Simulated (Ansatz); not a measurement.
## Squeezing and shearing amorphous Si (132 atoms)

Aim: relax amorphous Si (132 atoms), then change its volume and shape to read moduli from the stress.

Main program and level: Ansatz 0.2.0; Kohn-Sham DFT, LDA, PAW (set soft_2), plane waves.

## Step 1: Set-up

The cell holds 132 atoms: 132 Si. Its edges and angles: a = 13.966 Å, b = 13.966 Å, c = 13.966 Å, α = 90.0°, β = 90.0°, γ = 90.0°. 132 atoms (132 Si) placed at random at 2.26 g/cm³, melted at 2500 K for 20 ps at fixed volume with the modified Tersoff potential (Kumagai, Izumi, Hara and Sakai, Comput. Mater. Sci. 39, 457 (2007)). Quenched from 2500 K to 300 K at 20 K/ps and fixed volume, held 5 ps. The starting density is a measured one.

What the set-up can't give: The quench rate of 20 K/ps is many orders above laboratory rates, so the cell is likely richer in defects and strain than a real sample. The starting topology of bonds comes from the classical model, and needn't be the one that DFT or experiment would give. Only the Γ point is sampled.

## Step 2: Single point at the start

A single point comes first, to see the forces before anything moves.

Contents of input.yaml:

```yaml
crystal:
  lattice:
    - [13.9657, 0.0, 0.0]
    - [0.0, 13.9657, 0.0]
    - [0.0, 0.0, 13.9657]
  atoms:
    - { symbol: Si, position: [0.10027, 0.18563, 0.34602] }
    - { symbol: Si, position: [0.10183, 0.00131, 0.80799] }
    - { symbol: Si, position: [0.18934, 0.13949, 0.12572] }
    - { symbol: Si, position: [0.22392, 0.30982, 0.13403] }
    - { symbol: Si, position: [0.63759, 0.77422, 0.16738] }
    - { symbol: Si, position: [0.70201, 0.07499, 0.07649] }
    - { symbol: Si, position: [0.79285, 0.83523, 0.208] }
    - { symbol: Si, position: [0.71664, 0.80622, 0.77277] }
    - { symbol: Si, position: [0.90517, 0.71504, 0.90413] }
    - { symbol: Si, position: [0.84672, 0.15491, 0.67917] }
    - { symbol: Si, position: [0.70536, 0.08808, 0.90211] }
    - { symbol: Si, position: [0.2578, 0.14578, 0.59168] }
    - { symbol: Si, position: [0.3517, 0.61308, 0.59642] }
    - { symbol: Si, position: [0.97591, 0.47501, 0.83446] }
    - { symbol: Si, position: [0.60333, 0.50805, 0.13682] }
    - { symbol: Si, position: [0.9836, 0.99255, 0.50279] }
    - { symbol: Si, position: [0.24551, 0.15188, 0.93453] }
    - { symbol: Si, position: [0.4449, 0.19723, 0.40643] }
    - { symbol: Si, position: [0.37652, 0.89543, 0.60937] }
    - { symbol: Si, position: [0.02977, 0.84031, 0.20432] }
    - { symbol: Si, position: [0.26606, 0.31321, 0.56694] }
    - { symbol: Si, position: [0.92016, 0.71641, 0.54814] }
    - { symbol: Si, position: [0.05936, 0.74881, 0.84086] }
    - { symbol: Si, position: [0.95944, 0.11263, 0.04186] }
    - { symbol: Si, position: [0.1647, 0.793, 0.95782] }
    - { symbol: Si, position: [0.8427, 0.9948, 0.10433] }
    - { symbol: Si, position: [0.99706, 0.2594, 0.48756] }
    - { symbol: Si, position: [0.22905, 0.64877, 0.01989] }
    - { symbol: Si, position: [0.44811, 0.92894, 0.45151] }
    - { symbol: Si, position: [0.96428, 0.86185, 0.61484] }
    - { symbol: Si, position: [0.99658, 0.13523, 0.59885] }
    - { symbol: Si, position: [0.91115, 0.24791, 0.95304] }
    [... 94 atom lines left out ...]
    - { symbol: Si, position: [0.23578, 0.53527, 0.70118] }
    - { symbol: Si, position: [0.51317, 0.86394, 0.22531] }
    - { symbol: Si, position: [0.08858, 0.39281, 0.07175] }
    - { symbol: Si, position: [0.63748, 0.01561, 0.76756] }
    - { symbol: Si, position: [0.85621, 0.13524, 0.84292] }
    - { symbol: Si, position: [0.26984, 0.36982, 0.72658] }
kpoints:
  mp_grid: { grid: [1, 1, 1] }
hamiltonian:
  xc: lda
scf:
  occupations: { method: gaussian, width: 0.05 }
output:
  forces: true
```

Started as:

```
$ ansatz run input.yaml --threads 4 --pin off --max-ram 8192MiB --backend cpu --events-out ev --progress --plain --runs-dir out
```

Numbers of over 12 decimals in the logs are rounded to 6 here.

What it wrote:

```text
[...]
Pseudopotentials: kind: paw
Pseudopotential: Si, paw, valence charge 4, recommended cutoff 420 eV (normal), Si.paw.azcp
[... 3 lines on functional and potentials left out ...]
Crystal: 132 atoms, lattice volume = 2723.881 Å³
Basis set: ecut = 420 eV, 52971 PW (Γ)
Bands: 396, of which v1, the nominal top of the filled ones, is band 264 counted from 1 (263 counted from 0)
Symmetry: 1 space group operations
Space group: P1 (ITA 1), of the structure as read, at distance tolerance 1.4e-4 Å
k-points: 1
[... 4 lines on functional and potentials left out ...]
Initial density: superposition of atomic densities (neutral atoms: chi_scale 0, normalization atom), corrected by the library's trained network
Initial wavefunctions: pseudopotential atomic-orbital guess
[...]
SCF iter   1: F=—  HF=-80307.685303 eV  |F-HF|=—  |Δ(HF+E_count)|=         —  Δρ=4.82e-3  dr2=1.29e0  ethr=1.77e-3  ⟨swp⟩=6.0  Hψ=1833  notcnv=0  defer=63
preconditioner: auto → Resta (q_TF=auto, 2.076 Å⁻¹)  ε∞=5.8  [insulator: Δε(μ)=0.103 eV  Ē_g=7.464 eV  σ=0.050 eV  W_gap=0.86  n_scr=436 (ndim 8)  ℏωp=16.3 eV  f_vac=0.001  D(μ)=15.62/eV (n_scr^D=56)  ε∞_Penn≈5.8]
SCF iter   2: F=—  HF=-80307.497974 eV  |F-HF|=—  |Δ(HF+E_count)|=   1.87e-1  Δρ=2.58e-3  dr2=2.55e-1  ethr=2.45e-4  ⟨swp⟩=2.0  Hψ=463  notcnv=0  defer=78
SCF iter   3: F=—  HF=-80307.442778 eV  |F-HF|=—  |Δ(HF+E_count)|=   5.52e-2  Δρ=4.26e-4  dr2=1.03e-2  ethr=4.82e-5  ⟨swp⟩=3.0  Hψ=608  notcnv=0
automatic band count: iteration 3 solves 306 bands in place of 396: the levels show a gap, and the empty bands left out lie too high to hold charge; the band table lists the bands solved (type scf.n_extra_bands for more)
SCF iter   4: F=—  HF=-80307.441834 eV  |F-HF|=—  |Δ(HF+E_count)|=   9.45e-4  Δρ=1.28e-4  dr2=1.79e-3  ethr=1.96e-6  ⟨swp⟩=3.0  Hψ=483  notcnv=0
SCF iter   5: F=—  HF=-80307.441672 eV  |F-HF|=—  |Δ(HF+E_count)|=   1.62e-4  Δρ=3.84e-5  dr2=1.63e-4  ethr=3.39e-7  ⟨swp⟩=3.0  Hψ=428  notcnv=0
SCF iter   6: F=—  HF=-80307.441702 eV  |F-HF|=—  |Δ(HF+E_count)|=   3.04e-5  Δρ=1.38e-5  dr2=2.15e-5  ethr=3.08e-8  ⟨swp⟩=3.0  Hψ=541  notcnv=0
SCF iter   7: F=—  HF=-80307.442239 eV  |F-HF|=—  |Δ(HF+E_count)|=   5.36e-4  Δρ=6.18e-6  dr2=6.54e-6  ethr=4.08e-9  ⟨swp⟩=2.0  Hψ=350  notcnv=0  defer=31
SCF iter   8: F=—  HF=-80307.442238 eV  |F-HF|=—  |Δ(HF+E_count)|=   2.69e-7  Δρ=1.45e-6  dr2=2.01e-7  ethr=1.24e-9  ⟨swp⟩=2.0  Hψ=284  notcnv=0  defer=31
SCF iter   9: F=-80307.442238 eV  HF=-80307.442238 eV  |F-HF|=7.25e-9  |Δ(HF+E_count)|=   1.74e-8  Δρ=4.81e-7  dr2=2.10e-8  ethr=1.89e-11  ⟨swp⟩=4.0  Hψ=924  notcnv=0
SCF 1 converged in 9 iterations: F = -80307.442238 eV  dr2 = 2.10e-8
[...]
SCF converged after 9 iterations
Free energy (F): -80307.442238 eV
Harris-Foulkes:  -80307.442238 eV  (|F-HF|=7.25e-9)
Internal energy: -80307.408114 eV  (E = F + TS)
E sigma→0 (E₀):  -80307.425176 eV
Entropy (-TS):   -0.034124 eV (-0.259 meV/atom)
Fermi energy:    6.002209 eV
--- Per-component energies (eV) ---
[...]
Σ components = -80307.442238   (vs F -80307.442238, Δ=0.00e0)
--- Forces (eV/Å), atoms counted from 1 ---
  atom   1  Si     0.51529823    -0.06863079     0.50993381
  atom   2  Si     0.44244069    -0.16993132    -0.43211269
  atom   3  Si    -0.32632260     0.77362007     0.04791902
  atom   4  Si     0.29560776    -0.27650065     0.18892612
[...]
atom 132  Si     0.54042454     0.18004667     0.59213159
  max |Σ_I F_I| component: 3.52e-5 eV/Å
```

Elapsed: 23 s, on 4 threads of Arm Neoverse V1, shared host; peak memory 2.8 GiB.

The r.m.s. force at the start is 0.46 eV/Å.

## Step 3: Cell and atoms relaxed

Cell and atoms are freed together, to release stress as well as forces.

Contents of input.yaml:

```yaml
crystal:
  lattice:
    - [13.9657, 0.0, 0.0]
    - [0.0, 13.9657, 0.0]
    - [0.0, 0.0, 13.9657]
  atoms:
    [... the 132 atom lines of step 2 ...]
kpoints:
  mp_grid: { grid: [1, 1, 1] }
hamiltonian:
  xc: lda
scf:
  occupations: { method: gaussian, width: 0.05 }
output:
  forces: true
relax:
  f_tol: 0.05
  max_steps: 150
  cell: {}
```

What it wrote:

```text
[...]
Crystal: 132 atoms, lattice volume = 2723.881 Å³
Basis set: ecut = 420 eV, 52971 PW (Γ)
Bands: 396, of which v1, the nominal top of the filled ones, is band 264 counted from 1 (263 counted from 0)
Symmetry: 1 space group operations
[...]
k-points: 1
[...]
SCF iter   1: F=—  HF=-80307.685303 eV  |F-HF|=—  |Δ(HF+E_count)|=         —  Δρ=4.82e-3  dr2=1.29e0  ethr=1.77e-3  ⟨swp⟩=6.0  Hψ=1833  notcnv=0  defer=63
[...]
SCF iter   8: F=—  HF=-80307.442238 eV  |F-HF|=—  |Δ(HF+E_count)|=   2.91e-7  Δρ=1.50e-6  dr2=2.20e-7  ethr=1.32e-9  ⟨swp⟩=2.0  Hψ=284  notcnv=0  defer=121
SCF iter   9: F=-80307.442238 eV  HF=-80307.442238 eV  |F-HF|=9.42e-9  |Δ(HF+E_count)|=   1.32e-8  Δρ=4.90e-7  dr2=2.45e-8  ethr=1.89e-11  ⟨swp⟩=4.0  Hψ=982  notcnv=0
SCF 1 converged in 9 iterations: F = -80307.442238 eV  dr2 = 2.45e-8
[...]
relax step   1: F+E_penalty+E_count = -80307.44223825 eV  Δ(F+E_penalty+E_count) = +0.000e0 eV  max|allowed force component| = 2.086e0 eV/Å  Δτ_max = 0.0000 Å  P = -3.618 GPa  Ω = 2723.881 Å³  (9 SCF iters, dr2 threshold 1.00e-7 eV, accepted)
[... from here on, the SCF cycles and remarks between the steps are left out ...]
relax step   2: F+E_penalty+E_count = -80313.04364238 eV  Δ(F+E_penalty+E_count) = -5.601e0 eV  max|allowed force component| = 7.355e-1 eV/Å  Δτ_max = 0.1947 Å  P = -0.756 GPa  Ω = 2618.794 Å³  energy of the carried Pulay correction = +2.642e-2 eV  (7 SCF iters, dr2 threshold 1.32e-5 eV, accepted)
relax step   3: F+E_penalty+E_count = -80314.54325837 eV  Δ(F+E_penalty+E_count) = -1.500e0 eV  max|allowed force component| = 3.672e-1 eV/Å  Δτ_max = 0.2000 Å  P = -0.097 GPa  Ω = 2599.969 Å³  energy of the carried Pulay correction = +3.126e-2 eV  (6 SCF iters, dr2 threshold 1.32e-5 eV, accepted)
relax step   4: F+E_penalty+E_count = -80315.16059457 eV  Δ(F+E_penalty+E_count) = -6.173e-1 eV  max|allowed force component| = 6.339e-1 eV/Å  Δτ_max = 0.1949 Å  P = +0.108 GPa  Ω = 2594.334 Å³  energy of the carried Pulay correction = +3.272e-2 eV  (6 SCF iters, dr2 threshold 8.43e-6 eV, accepted)
relax step   5: F+E_penalty+E_count = -80315.50835157 eV  Δ(F+E_penalty+E_count) = -3.478e-1 eV  max|allowed force component| = 2.050e-1 eV/Å  Δτ_max = 0.2000 Å  P = +0.081 GPa  Ω = 2596.835 Å³  energy of the carried Pulay correction = +3.207e-2 eV  (6 SCF iters, dr2 threshold 1.32e-5 eV, accepted)
relax step   6: F+E_penalty+E_count = -80315.56994596 eV  Δ(F+E_penalty+E_count) = -6.159e-2 eV  max|allowed force component| = 2.645e-1 eV/Å  Δτ_max = 0.1175 Å  P = +0.015 GPa  Ω = 2600.673 Å³  energy of the carried Pulay correction = +3.108e-2 eV  (6 SCF iters, dr2 threshold 2.63e-6 eV, accepted)
relax step   7: F+E_penalty+E_count = -80315.31166940 eV  Δ(F+E_penalty+E_count) = +2.583e-1 eV  max|allowed force component| = 6.715e-1 eV/Å  Δτ_max = 0.2000 Å  P = -0.062 GPa  Ω = 2605.649 Å³  energy of the carried Pulay correction = +2.980e-2 eV  (6 SCF iters, dr2 threshold 4.37e-6 eV, rejected (line search))
relax step   8: F+E_penalty+E_count = -80315.60560396 eV  Δ(F+E_penalty+E_count) = -3.566e-2 eV  max|allowed force component| = 6.756e-2 eV/Å  Δτ_max = 0.0508 Å  P = -0.008 GPa  Ω = 2602.128 Å³  energy of the carried Pulay correction = +3.071e-2 eV  (9 SCF iters, accepted)
relax step   9: F+E_penalty+E_count = -80315.60795302 eV  Δ(F+E_penalty+E_count) = -2.349e-3 eV  max|allowed force component| = 2.535e-2 eV/Å  Δτ_max = 0.0093 Å  P = +0.000 GPa  Ω = 2601.863 Å³  energy of the carried Pulay correction = +3.077e-2 eV  (6 SCF iters, dr2 threshold 2.85e-7 eV, accepted)
relax step  10: F+E_penalty+E_count = -80315.58907370 eV  Δ(F+E_penalty+E_count) = +1.888e-2 eV  max|allowed force component| = 2.538e-2 eV/Å  Δτ_max = 0.0000 Å  P = -0.012 GPa  Ω = 2601.863 Å³  stress off target by 5.14e-2 GPa  SCF on the basis re-selected at this cell (its energy is not comparable with the rows above)  (8 SCF iters)
relax step  11: F+E_penalty+E_count = -80315.58991353 eV  Δ(F+E_penalty+E_count) = -8.398e-4 eV  max|allowed force component| = 1.634e-2 eV/Å  Δτ_max = 0.0051 Å  P = +0.006 GPa  Ω = 2601.274 Å³  energy of the carried Pulay correction = +1.556e-4 eV  (6 SCF iters, dr2 threshold 6.61e-9 eV, accepted)
relax step  12: F+E_penalty+E_count = -80315.58975339 eV  Δ(F+E_penalty+E_count) = +1.601e-4 eV  max|allowed force component| = 1.635e-2 eV/Å  Δτ_max = 0.0000 Å  P = +0.006 GPa  Ω = 2601.274 Å³  stress off target by 3.05e-2 GPa  SCF on the basis re-selected at this cell (its energy is not comparable with the rows above)  (8 SCF iters)
[...]
SCF converged after 8 iterations
Free energy (F): -80315.589753 eV
[...]
Internal energy: -80315.588978 eV  (E = F + TS)
E sigma→0 (E₀):  -80315.589366 eV
Entropy (-TS):   -0.000775 eV (-0.006 meV/atom)
Fermi energy:    6.545901 eV
[...]
Σ components = -80315.589753   (vs F -80315.589753, Δ=0.00e0)
--- Forces (eV/Å), atoms counted from 1 ---
  atom   1  Si     0.00624942     0.00079778     0.00020155
  atom   2  Si     0.00045278     0.00031864     0.00090720
  atom   3  Si     0.00985492     0.00536465     0.00789648
  atom   4  Si    -0.00165387    -0.00168670    -0.00020428
[...]
atom 132  Si    -0.00079130     0.00275021     0.00149613
  max |Σ_I F_I| component: 4.79e-5 eV/Å
--- Stress (GPa, compression-positive) ---
        0.011282      -0.015323       0.004599
       -0.015323       0.005714      -0.015105
        0.004599      -0.015105       0.001285
  P = ⅓ Tr σ = 0.0061 GPa (0.061 kbar)
--- Relaxed structure (10 steps of the walk, 9 accepted, 2 SCFs on fresh bases) ---
  F+E_penalty+E_count = -80315.58975339 eV   max|allowed force component| = 1.635e-2 eV/Å   (the final SCF, on the basis selected at the relaxed cell)
  cell:  # Å, volume = 2601.2738 Å³
    - [13.617629, 0.119566, -0.019556]
    - [0.119566, 13.916763, 0.216114]
    - [-0.019556, 0.216114, 13.730499]
  atoms:
    - { symbol: Si, position: [0.099681, 0.189283, 0.364167] }
    - { symbol: Si, position: [0.104612, -0.000108136, 0.789691] }
    - { symbol: Si, position: [0.177613, 0.142042, 0.147183] }
    - { symbol: Si, position: [0.226386, 0.301176, 0.138815] }
[...]
- { symbol: Si, position: [0.277779, 0.373386, 0.715448] }
```

Elapsed: 5.4 min, on 4 threads; peak memory 2.8 GiB; 21 min of CPU time.

The relaxation converged after 10 steps, with a largest force component of 0.016 eV/Å.

(Part 1 of 3 ends here.)

[Logs are printed without paths, hosts, clocks, repeated set-up lines and the standing remarks that a program may print on its own settings, such as how far it seeks lower states.]

[Hosts, paths, dates, database ids (printed as entryN), source tags and the programs' standing remarks are cut or masked in the printed files.]
